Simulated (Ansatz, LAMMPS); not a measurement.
# Aqueous N(CH3)4+ and I-, 3.8 mol of salt per kg of water, from a frame at 360 K (123 atoms): geometry optimisation, part 2 of 2

Aim: bring aqueous N(CH3)4+ and I-, 3.8 mol of salt per kg of water, from a frame at 360 K (123 atoms) to a nearby minimum of the energy and see what moves.

Ansatz 0.2.0; Kohn-Sham DFT, PBE+D3(BJ), PAW (set soft_2), plane waves.

The cell: 8 C, 2 N, 82 H, 29 O and 2 I. The network of contacts between molecules at the start is that of the classical potential that made the cell. The Brillouin zone is sampled at Γ only, in a cell whose shortest periodic width is 11 Å. Spin–orbit coupling is left out.

So far. Step 4 (Cell and atoms relaxed): The relaxation changed the energy by -56.9 meV/atom, and atoms moved by 0.94 Å r.m.s., 2.2 Å at most.

## 6. Single point at the relaxed geometry

One more single point at the end of the walk gives the fuller output and checks the residual forces.

input.yaml

```yaml
crystal:
  lattice:
    - [11.02442, 0.08572, -0.20668]
    - [0.08572, 10.7143, -0.23796]
    - [-0.20668, -0.23796, 10.48098]
  atoms:
    - { symbol: C, position: [0.00363, 0.76315, 0.2167] }
    - { symbol: "N", position: [0.87846, 0.81972, 0.22124] }
    - { symbol: C, position: [0.79195, 0.73633, 0.1457] }
    - { symbol: C, position: [0.87761, 0.94539, 0.16418] }
    - { symbol: C, position: [0.84125, 0.83275, 0.35709] }
    - { symbol: H, position: [0.02608, 0.74889, 0.11646] }
    - { symbol: H, position: [0.00323, 0.6741, 0.26366] }
    - { symbol: H, position: [0.0672, 0.82782, 0.26657] }
    - { symbol: H, position: [0.79544, 0.64424, 0.18608] }
    - { symbol: H, position: [0.70091, 0.7777, 0.14971] }
    - { symbol: H, position: [0.82087, 0.729, 0.04711] }
    - { symbol: H, position: [0.90957, 0.93325, 0.06698] }
    - { symbol: H, position: [0.78469, 0.98293, 0.1617] }
    - { symbol: H, position: [0.93909, 0.00633, 0.2217] }
    - { symbol: H, position: [0.74928, 0.87245, 0.35964] }
    - { symbol: H, position: [0.84528, 0.74037, 0.39753] }
    - { symbol: H, position: [0.90454, 0.8951, 0.41041] }
    - { symbol: C, position: [0.24236, 0.20201, 0.78533] }
    - { symbol: "N", position: [0.19472, 0.20968, 0.65012] }
    - { symbol: C, position: [0.13454, 0.08931, 0.60849] }
    - { symbol: C, position: [0.29794, 0.23413, 0.56613] }
    - { symbol: C, position: [0.10333, 0.31386, 0.64156] }
    - { symbol: H, position: [0.30954, 0.12618, 0.78967] }
    - { symbol: H, position: [0.16658, 0.18296, 0.84543] }
    - { symbol: H, position: [0.28441, 0.2911, 0.81397] }
    - { symbol: H, position: [0.05966, 0.07606, 0.67191] }
    - { symbol: H, position: [0.10209, 0.09626, 0.50913] }
    - { symbol: H, position: [0.20179, 0.0136, 0.61599] }
    - { symbol: H, position: [0.3434, 0.31894, 0.60359] }
    - { symbol: H, position: [0.3606, 0.15399, 0.56797] }
    - { symbol: H, position: [0.26225, 0.24778, 0.46896] }
    - { symbol: H, position: [0.02817, 0.29522, 0.70268] }
    [... 85 atom lines left out ...]
    - { symbol: H, position: [0.44648, 0.66047, 0.57405] }
    - { symbol: O, position: [0.4318, 0.34465, 0.05799] }
    - { symbol: H, position: [0.35217, 0.3825, 0.03386] }
    - { symbol: H, position: [0.45985, 0.29594, 0.98261] }
    - { symbol: I, position: [0.27906, 0.97747, 0.30038] }
    - { symbol: I, position: [0.66824, 0.97576, 0.65373] }
kpoints:
  mp_grid: { grid: [1, 1, 1] }
hamiltonian:
  xc: pbe
  dispersion: d3bj
scf:
  occupations: { method: fixed }
output:
  forces: true
  stress: true
  populations: true
  dos:
    method: { smearing: { sigma: 0.1 } }
    de: 0.1
    projected: { site_lists: { C: [C], H: [H], I: [I], "N": ["N"], O: [O] } }
  eigenvalues: true
  write_density: true
  write_potential: true
  volumetric_format: npy
  elf: true
```

Run with:

```
$ ansatz run input.yaml --threads 4 --pin off --max-ram 8192MiB --backend cpu --events-out ev --progress --plain --runs-dir out
```

The job ended after 16 s (4 threads of Arm Neoverse V1, shared host; peak memory 1.4 GiB).

The program notes that the exchange-correlation potential is rough where the density is thin.

The run gave:

| Item | Value |
| --- | --- |
| free energy | -35585.8382 eV |
| free energy per atom | -289.3158 eV/atom |
| SCF cycles | 9 |
| pressure | 0.003016 GPa |
| r.m.s. force component | 0.00588 eV/Å |
| longest force | 0.03989 eV/Å |
| Fermi energy | -1.003 eV |
| gap (highest filled to lowest empty level) | 4.087 eV |
| spilling of the projection | 0.01066 |

Löwdin charges by element (they lack the spilled electrons, 0.029 e an atom on average):

```csv
element,coordination,atoms,mean charge (e),spread,least,most
C,all,8,-0.351,0.0037,-0.357,-0.344
H,all,82,0.333,0.0757,0.196,0.403
I,all,2,-0.560,0.0102,-0.570,-0.550
N,all,2,0.157,0,0.156,0.157
O,all,29,-0.694,0.0149,-0.72,-0.670
```

States in the cell by windows of 1 eV, zero at the Fermi level; the larger projections on atomic orbitals stand beside the total:

```csv
from (eV),to (eV),total,O p,H s,C p,I p
-14,-13,2.3,0.0,0.6,0.1,0.0
-13,-12,9.7,0.0,2.5,0.4,0.0
-12,-11,0.0,0.0,0.0,0.0,0.0
-11,-10,4.0,0.1,0.3,0.0,0.0
-10,-9,4.0,0.0,1.5,0.8,0.0
-9,-8,1.6,1.1,0.5,0.0,0.0
-8,-7,52.4,28.3,14.5,5.4,0.1
-7,-6,16.0,10.9,4.5,0.2,0.0
-6,-5,13.9,4.6,3.3,5.0,0.0
-5,-4,38.6,15.9,8.4,9.9,0.1
-4,-3,30.8,21.1,3.3,3.2,0.1
-3,-2,14.8,13.7,0.2,0.1,0.0
-2,-1,49.8,48.6,0.2,0.3,0.1
-1,0,11.3,0.9,0.3,0.1,10.1
0,1,0.8,0.0,0.0,0.0,0.7
1,3,0.0,0.0,0.0,0.0,0.0
3,4,0.6,0.0,0.3,0.0,0.0
4,5,1.4,0.0,0.8,0.0,0.0
```

With fixed occupations the program's Fermi level is the highest filled level; weight inside the gap is the broadening of levels at its edges.

Between -26 and -14 eV lie 62 more states.

About 21 of the 332 electrons lie in deeper levels, below the stored range.

The levels nearest the highest filled one (over half full), pooled over k-points and spins:

```csv
level less the highest filled one (eV),occupation
-0.363,2
-0.276,2
-0.199,2
-0.158,2
-0.0244,2
0,2
4.09,0
5.29,0
5.49,0
5.59,0
5.72,0
5.78,0
```

Valence density in the bc plane at fractional x = 0.284, with atoms of C and H and O and I within 0.2 Å of it. It is the smooth field of the valence electrons, not physical close to the nuclei.

Ten steps, logarithmic in the rise over the least value, from '_' (0 e/Å³) to '@' (17 e/Å³), each cell a mean:
```
......__________________..::----::..______::==++++--........
..________________________..::::..______..::++####++::......
__________..........________......______..--++####++::..____
______..::------==--..__________........::--======--..______
____..--==++====++==..________..::----::............________
____..--========--::..________..--++++--..__________....____
______..::----::....__________..--==++--..________..::::....
________..::::::....____________..--==--..________..::::::..
________..::------::..____________..::::....______....::....
________::--======--::______________..::::::....____________
________::--++++==--..______________..::--::..______________
________..--==++==::..______________..::::..________________
__________..--==--..________________________________________
....________..::..____________________________________....::
----::..____________________..........______________..::--==
##==--..________________......::::::..____________..::==**%%
@@**--..________________......::::::..____________..--++%%@@
##==::..______________________......................::==##%%
==--::..____________________________..----------....::--====
::....____________________________..::++****++==::......::::
..________________________________..--++####++--..________..
______________________________......::==**++==..____________
....____________________..::::::::....::::::::..____________
......________________....--==--::..______..----::..______..
```
Columns run along b (10.7 Å), rows up along c (10.5 Å). Atoms in or near the plane, at fractional coordinates: C at (0.23, 0.57), H at (0.29, 0.81), O at (0.69, 0.14), H at (0.77, 0.19), O at (0.79, 0.91), H at (0.76, 0.99), H at (0.61, 0.68), I at (0.98, 0.30).

Electrostatic potential energy in the bc plane at fractional x = 0.284, with atoms of C and H and O and I within 0.2 Å of it. With pseudopotentials it is smooth inside the atoms' cores, unlike the true potential.

Ten even steps from '_' (-34 eV) to '@' (5 eV), each cell a mean:
```
@@@@@@@@@@@@@@@@@@@@@@@@@@@@%%%%%%@@@@@@@@##::__==##@@@@%%%%
@@@@@@@@@@@@@@@@@@@@@@@@@@@@%%%%%%@@@@@@@@%%--____::%%@@%%%%
@@@@@@@@@@@@@@@@@@@@@@@@@@@@@@%%%%@@@@@@%%**::____--@@@@@@@@
@@@@@@%%%%##**##====%%@@@@@@@@@@@@@@@@@@##::--++++%%@@@@@@@@
@@@@%%++--::__--....%%@@@@@@@@@@@@####@@%%##%%@@@@@@@@@@@@@@
@@@@%%**++--..++##%%@@@@@@@@@@@@%%====%%@@@@@@@@@@@@@@@@@@@@
@@@@@@%%%%######%%@@@@@@@@@@@@@@%%++::**@@@@@@@@@@@@@@@@@@@@
@@@@@@@@%%%%%%%%%%@@@@@@@@@@@@@@%%==__==@@@@@@@@@@@@@@@@@@@@
@@@@@@@@%%##**++##%%%%@@@@@@@@@@@@%%**%%@@@@@@@@@@@@@@@@@@@@
@@@@@@@@%%++____..##%%@@@@@@@@@@@@@@@@@@@@@@%%%%@@@@@@@@@@@@
@@@@@@@@%%==____..##@@@@@@@@@@@@@@@@@@@@%%@@@@@@@@@@@@@@@@@@
@@@@@@@@@@##--::++%%@@@@@@@@@@@@@@@@@@@@@@@@@@@@@@@@@@@@@@@@
@@@@@@@@@@@@##::++%%@@@@@@@@@@@@@@@@@@@@@@@@@@@@@@@@@@@@@@@@
%%@@@@@@@@@@%%##%%@@@@@@@@@@@@@@@@@@@@@@@@@@@@@@@@@@@@@@@@%%
++**%%@@@@@@@@@@@@@@@@@@@@@@@@@@@@@@@@@@@@@@@@@@@@@@@@##++==
**==**@@@@@@@@@@@@@@@@@@%%%%%%@@@@@@@@@@@@@@@@@@@@@@##==++%%
@@==**%%@@@@@@@@@@@@@@@@%%%%%%@@@@@@@@@@@@@@@@@@@@@@**==%%@@
**==##@@@@@@@@@@@@@@@@@@@@@@@@@@@@@@@@@@@@@@@@@@@@@@##==**%%
==**%%@@@@@@@@@@@@@@@@@@@@@@@@@@@@@@%%%%####**==##@@%%**====
%%@@@@@@@@@@@@@@@@@@@@@@@@@@@@@@@@@@%%==________++@@@@@@%%%%
@@@@@@@@@@@@@@@@@@@@@@@@@@@@@@@@@@@@%%::____::##%%@@@@@@@@@@
@@@@@@@@@@@@@@@@@@@@@@@@@@@@@@@@%%%%%%**::--##@@@@@@@@@@@@@@
@@@@@@@@@@@@@@@@@@@@@@@@@@@@@@%%%%%%%%@@@@%%%%%%@@@@@@@@@@@@
@@@@@@@@@@@@@@@@@@@@@@@@@@@@####%%%%@@@@@@%%====%%@@@@@@@@@@
```
Columns run along b (10.7 Å; values clipped at the 3rd and 97th percentile), rows up along c (10.5 Å). Atoms in or near the plane, at fractional coordinates: C at (0.23, 0.57), H at (0.29, 0.81), O at (0.69, 0.14), H at (0.77, 0.19), O at (0.79, 0.91), H at (0.76, 0.99), H at (0.61, 0.68), I at (0.98, 0.30).

Mean Löwdin charges: C -0.35, H +0.33, I -0.56, N +0.16, O -0.69 e (they miss 1.1 % of the electrons, so they add up to more than the cell's charge). The largest share in the top eV of filled states is I p (89 % of the projected weight), and in the lowest eV of empty states H s (68 % of the projected weight).

Local excerpt of 10 atoms (numbers count through the whole input) about N19, one of the 2 N atoms; x, y, z are measured from there.

```csv
atom,x,y,z,distance (Å),bonds,Löwdin charge (e)
N19,0.00,0.00,0.00,0.00,4,0.16
C22,-1.00,1.11,-0.10,1.50,4,-0.35
C18,0.50,-0.11,1.41,1.50,4,-0.35
C21,1.16,0.29,-0.91,1.50,4,-0.35
C20,-0.67,-1.28,-0.40,1.50,4,-0.36
H26,-1.50,-1.45,0.29,2.11,1,0.22
H33,-0.51,2.04,0.21,2.11,1,0.20
H25,0.96,0.84,1.68,2.11,1,0.20
H27,-1.00,-1.19,-1.43,2.11,1,0.21
H29,1.66,1.19,-0.54,2.11,1,0.21
```

The column of bonds counts only the pairs H-O within 1.21 Å, H-C within 1.34 Å, C-N within 1.79 Å; other neighbours, such as metal atoms beside each other in a compound, aren't counted, and periodic images can show an atom twice.

## 7. Outcome

```
energy change in the relaxation                  : -56.94 meV/atom
r.m.s. displacement                              : 0.938 Å
largest displacement                             : 2.22 Å
free energy per atom                             : -289.3158 eV/atom
pressure                                         : 0.003016 GPa
r.m.s. force component                           : 0.00588 eV/Å
gap (highest filled to lowest empty level) : 4.087 eV
wall time of the 3 DFT runs                      : 6.8 min
```

What this shows: Relaxation lowers the energy by 56.9 meV/atom and moves atoms by 0.94 Å r.m.s.; the r.m.s. force component goes from 0.65 to 0.0059 eV/Å, the pressure goes from -0.99 to 0.0030 GPa, and the gap from 3.33 to 4.09 eV. Displacements are taken in the final cell, so they leave out its strain. By the final cutoffs no bond was broken or made. The cell shrank by 3.8 % in volume. First to last step the energy falls by 7.004 eV, across changes of basis; the largest move, 2.22 Å, is that of H28. The C-N bonds change most in mean length: from 1.477 Å (spread 0.036) to 1.498 Å (spread 0.001). Counting bonds as in the table, all C atoms have 4, all H atoms have 1 and all N atoms have 4 bonded neighbours. The 29 water molecules hold 3.31 hydrogen bonds each to other water on average, with a mean O–O distance of 2.75 Å. The highest filled and lowest empty levels differ by 4.09 eV (at Γ alone); a semilocal functional tends to put such gaps too low. In a disordered cell it changes from sample to sample and from frame to frame.

What to keep in mind: The network of contacts between molecules at the start is that of the classical potential that made the cell; in DFT atoms moved by 0.94 Å r.m.s.

[Logs are printed without paths, hosts, clocks, repeated set-up lines and the standing remarks that a program may print on its own settings, such as how far it seeks lower states.]

[Hosts, paths, dates, database ids (printed as entryN), source tags and the programs' standing remarks are cut or masked in the printed files.]
